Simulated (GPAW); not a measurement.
# Optical response of Be4NiGe, part 2 of 2

Aim: the dielectric function of Be4NiGe, and the optical constants that follow from it.

GPAW 26.7.0; DFT, revPBE, plane-wave PAW (GPAW data sets), scalar-relativistic, RPA, optical limit.

So far. Step 2 (Ground state): There are states at the Fermi level within the smearing, so the occupations stay smeared and the carriers get a Drude term.

## 4. Dielectric function, RPA

Local fields let the induced charge screen the field inside the cell, which as a rule lowers ε, most along directions where the density is uneven.

This step: DFT, revPBE, plane-wave PAW (GPAW data sets), scalar-relativistic, RPA, optical limit (GPAW 26.7.0).

df.py reads:

```python
from gpaw.response.df import DielectricFunction

df = DielectricFunction('full.gpw', frequencies={'type': 'nonlinear', 'domega0': 0.03, 'omega2': 8},
                        ecut=80,
                        eta=0.05,
                        nbands=35,
                        rate=0.2,
                        txt='df.txt')
for direction in ['x']:
    df.get_dielectric_function(xc='RPA', direction=direction, filename=f'df_{direction}.csv')
```

Command:

```
OMP_NUM_THREADS=1 python df.py
```

Output:

```text
Using integrator: PointIntegrator
NonLinearFrequencyDescriptor(from 0.000 to 86.247 eV, 527 points)
Nonperiodic BCs:  [False False False]
Using integrator: PointIntegrator
NonLinearFrequencyDescriptor(from 0.000 to 86.247 eV, 527 points)
Nonperiodic BCs:  [False False False]
Using integrator: PointIntegrator

Calculating chi0 body with:
    Ground state adapter containing:
    Number of spins: 2
    Number of kpoints: 1000
    Number of irreducible kpoints: 47
    Number of completely occupied states: 13
    Number of partially occupied states: 17

    Linear response parametrization:
    q_c: [0.0, 0.0, 0.0]
    Number of frequency points: 527
    Planewave cutoff: 80.0
    Number of bands: 35
    Number of planewaves: 89
    Broadening (eta): 0.05

Integrating chi0 body.

Symmetries of q_c:
    Direct symmetries (Uq -> q): 24
    Indirect symmetries (TUq -> q): 24
In total 48 allowed symmetries.

47 groups of equivalent kpoints. 95.3% reduction.

Integral kind: spectral function

Calculating chi0 optical extensions with:
    Ground state adapter containing:
    Number of spins: 2
    Number of kpoints: 1000
    Number of irreducible kpoints: 47
    Number of completely occupied states: 13
    Number of partially occupied states: 17

    Linear response parametrization:
    Number of frequency points: 527
    Planewave cutoff: 80.0
    Number of bands: 35
    Number of planewaves: 89
    Broadening (eta): 0.05
Integrating chi0 head and wings.

Symmetries of q_c:
    Direct symmetries (Uq -> q): 24
    Indirect symmetries (TUq -> q): 24
In total 48 allowed symmetries.

47 groups of equivalent kpoints. 95.3% reduction.

Integral kind: spectral function wings

Calculating drude chi0 with:
    Number of frequency points:527
    Plasma frequency decay rate: 0.2 eV

    Ground state adapter containing:
    Number of spins: 2
    Number of kpoints: 1000
    Number of irreducible kpoints: 47
    Number of completely occupied states: 13
    Number of partially occupied states: 17

Symmetries of q_c:
    Direct symmetries (Uq -> q): 24
    Indirect symmetries (TUq -> q): 24
In total 48 allowed symmetries.

47 groups of equivalent kpoints. 95.3% reduction.

Integral kind: intraband
Plasma frequency:
[[4.25+0.j 0.  +0.j 0.  +0.j]
 [0.  -0.j 4.25+0.j 0.  -0.j]
 [0.  +0.j 0.  -0.j 4.25+0.j]]
```

Wall time 23 s (1 thread of Arm Neoverse V2, shared host); peak memory 0.43 GiB.

The Im ε, E ∥ x has structure finer than the step of the table below, so its rows give means over 0.5 eV, whole bins alone (the curve runs from 0.619 to 18.0 eV). Peaks (eV: height): 0.65: 83.5, 0.98: 71.1, 1.35: 65.0, 3.26: 29.4.

Sum at mesh points, not converged in k. The Im ε, E ∥ x by photon energy; means over each step:

photon energy (eV), Im ε, E ∥ x and a bar:
```
      1.0       50.0 ##############################
      1.5       46.1 ############################
      2.0       25.3 ###############
      2.5       20.2 ############
      3.0       21.7 #############
      3.5       21.9 #############
      4.0       13.7 ########
      4.5       10.9 ######
      5.0        9.8 ######
      5.5        7.6 ####
      6.0        6.2 ####
      6.5        5.5 ###
      7.0        4.6 ###
      7.5        4.5 ###
      8.0        3.4 ##
      8.5        2.7 #
      9.0        2.3 #
      9.5        1.8 #
     10.0        1.9 #
     10.5        1.8 #
     11.0        1.3 #
     11.5        1.0 
     12.0        0.9 
     12.5        0.8 
     13.0        0.6 
     13.5        0.5 
     14.0        0.6 
     14.5        0.5 
     15.0        0.4 
     15.5        0.4 
     16.0        0.3 
     16.5        0.3 
     17.0        0.3 
     17.5        0.3
```

Values under 1 per cm are given as 1; sum at mesh points, not converged in k. Table of absorption coefficient, E ∥ x by photon energy:

| photon energy (eV) | absorption coefficient, E ∥ x (1/cm) |
| --- | --- |
| 1.010 | 6.1e5 |
| 1.486 | 8.7e5 |
| 1.985 | 8.6e5 |
| 2.508 | 7.3e5 |
| 3.018 | 9.3e5 |
| 3.510 | 1.5e6 |
| 3.980 | 1.3e6 |
| 4.516 | 1.4e6 |
| 4.981 | 1.5e6 |
| 5.515 | 1.5e6 |
| 6.021 | 1.6e6 |
| 6.494 | 1.5e6 |
| 6.985 | 1.7e6 |
| 7.496 | 1.6e6 |
| 8.026 | 1.7e6 |
| 8.516 | 1.6e6 |
| 9.023 | 1.7e6 |
| 9.483 | 1.6e6 |
| 10.026 | 1.6e6 |
| 10.519 | 1.7e6 |
| 11.029 | 1.7e6 |
| 11.479 | 1.6e6 |
| 12.023 | 1.6e6 |
| 12.504 | 1.6e6 |
| 13.000 | 1.5e6 |
| 13.512 | 1.4e6 |
| 14.040 | 1.4e6 |
| 14.493 | 1.3e6 |
| 14.960 | 1.3e6 |
| 15.536 | 1.2e6 |
| 16.031 | 1.2e6 |
| 16.541 | 1.1e6 |
| 16.959 | 1.0e6 |
| 17.496 | 9.5e5 |
| 18.049 | 8.0e5 |

Sum at mesh points, not converged in k. Table of loss function −Im 1/ε at q → 0, E ∥ x by energy loss; read off at these points:

energy loss (eV), loss function −Im 1/ε at q → 0, E ∥ x and a bar:
```
        1       0.01 
        2       0.04 
        3       0.05 
        4       0.06 
        5       0.07 #
        6       0.09 #
        7       0.10 #
        8       0.12 #
        9       0.14 #
       10       0.22 ##
       11       0.21 ##
       12       0.27 ##
       13       0.36 ###
       14       0.55 #####
       15       0.72 ######
       16       1.09 ##########
       17       1.75 ################
       18       3.33 ##############################
```

The Im ε, E ∥ x has structure finer than the step of the table below, so its rows give means over 0.5 eV, whole bins alone (the curve runs from 0.619 to 18.0 eV). Peaks (eV: height): without local fields 0.65: 84.4, 0.98: 71.3, 1.35: 65.3, 3.26: 29.8; with local fields 0.65: 83.5, 0.98: 71.1, 1.35: 65.0, 3.26: 29.4.

Sum at mesh points, not converged in k. The Im ε, E ∥ x by photon energy; means over each step:

| photon energy (eV) | without local fields | with local fields |
| --- | --- | --- |
| 1.0 | 50.2 | 50.0 |
| 1.5 | 46.3 | 46.1 |
| 2.0 | 25.3 | 25.3 |
| 2.5 | 20.4 | 20.2 |
| 3.0 | 22.2 | 21.7 |
| 3.5 | 21.9 | 21.9 |
| 4.0 | 13.8 | 13.7 |
| 4.5 | 11.0 | 10.9 |
| 5.0 | 10.2 | 9.84 |
| 5.5 | 7.81 | 7.58 |
| 6.0 | 6.34 | 6.24 |
| 6.5 | 5.59 | 5.47 |
| 7.0 | 4.63 | 4.56 |
| 7.5 | 4.66 | 4.51 |
| 8.0 | 3.36 | 3.35 |
| 8.5 | 2.78 | 2.73 |
| 9.0 | 2.22 | 2.26 |
| 9.5 | 1.83 | 1.82 |
| 10.0 | 1.94 | 1.89 |
| 10.5 | 1.87 | 1.80 |
| 11.0 | 1.31 | 1.30 |
| 11.5 | 0.994 | 0.958 |
| 12.0 | 0.894 | 0.874 |
| 12.5 | 0.815 | 0.807 |
| 13.0 | 0.642 | 0.641 |
| 13.5 | 0.538 | 0.529 |
| 14.0 | 0.555 | 0.550 |
| 14.5 | 0.493 | 0.495 |
| 15.0 | 0.430 | 0.443 |
| 15.5 | 0.356 | 0.379 |
| 16.0 | 0.309 | 0.320 |
| 16.5 | 0.305 | 0.301 |
| 17.0 | 0.294 | 0.296 |
| 17.5 | 0.244 | 0.250 |

The reflectivity at normal incidence, E ∥ x has structure finer than the step of the table below, so its rows give means over 0.5 eV, whole bins alone (the curve runs from 0.619 to 18.0 eV). Peaks (eV: height): 0.68: 74.3, 1.04: 72.0, 1.49: 72.6, 1.73: 68.0, 3.51: 65.2, 11.48: 67.0, 13.34: 65.9.

Sum at mesh points, not converged in k. Reflectivity at normal incidence, E ∥ x against photon energy; means over each step:

| photon energy (eV) | reflectivity at normal incidence, E ∥ x (%) |
| --- | --- |
| 1.0 | 65.4 |
| 1.5 | 67.7 |
| 2.0 | 62.0 |
| 2.5 | 52.5 |
| 3.0 | 54.4 |
| 3.5 | 63.7 |
| 4.0 | 60.4 |
| 4.5 | 58.0 |
| 5.0 | 58.1 |
| 5.5 | 58.8 |
| 6.0 | 58.3 |
| 6.5 | 55.0 |
| 7.0 | 58.9 |
| 7.5 | 52.4 |
| 8.0 | 61.1 |
| 8.5 | 58.2 |
| 9.0 | 60.9 |
| 9.5 | 57.8 |
| 10.0 | 53.9 |
| 10.5 | 55.0 |
| 11.0 | 61.3 |
| 11.5 | 63.9 |
| 12.0 | 60.6 |
| 12.5 | 60.0 |
| 13.0 | 61.5 |
| 13.5 | 60.3 |
| 14.0 | 55.7 |
| 14.5 | 55.0 |
| 15.0 | 54.9 |
| 15.5 | 55.4 |
| 16.0 | 54.3 |
| 16.5 | 50.1 |
| 17.0 | 46.6 |
| 17.5 | 46.3 |

From ε follow the optical constants at some laser and lamp lines:

| wavelength (nm) | n | k | R (%) | 1/α |
| --- | --- | --- | --- | --- |
| 1550 | 5.79 | 4.349 | 64.4 | 28 nm |
| 1064 | 4.36 | 3.192 | 55.6 | 27 nm |
| 800 | 3.49 | 4.649 | 66.5 | 14 nm |
| 532 | 2.68 | 2.575 | 47.0 | 16 nm |
| 365 | 3.01 | 4.126 | 63.6 | 7.0 nm |
| 248 | 1.87 | 2.972 | 56.2 | 6.6 nm |
| 193 | 1.09 | 2.342 | 55.8 | 6.6 nm |

A polished face would reflect 56 % of daylight and look faintly pink-red (CIE x = 0.326, y = 0.325 under D65).

## 5. Summary of results

What this shows: At this level (revPBE, RPA) Be4NiGe is a metal. The mesh is too coarse to trust the carriers' weight, the reflectivity or the colour to better than tens of per cent. A polished face would reflect 56 % of daylight and look faintly pink-red (CIE x = 0.326, y = 0.325 under D65). The carriers' damping of 0.2 eV is typed, not computed; it shapes the response at the lowest energies. The magnetic state comes from one start and need not be the lowest. The curves end at 18 eV, about where the summed bands run out. In this version of GPAW the matrix elements of the optical limit are incomplete, which can lower ε − 1 by up to a tenth where first-row anions or d states rule, and shift it by more in d metals. GPAW's carrier term has the form −ωp²/(ω + i·rate)², which damps like twice the rate and fails at low energy, so the curves leave the lowest energies out. The sum runs over mesh points 0.18 Å⁻¹ apart with no interpolation, so peaks are partly noise of the mesh, and the Drude plasma energy, a sum over the Fermi surface, isn't converged.

[Machine, clock and banner lines and Python warnings are left out of the logs.]

[Logs are printed without paths, hosts, clocks, repeated set-up lines and the standing remarks that a program may print on its own settings, such as how far it seeks lower states.]

[Hosts, paths, dates, database ids (printed as entryN), source tags and the programs' standing remarks are cut or masked in the printed files.]
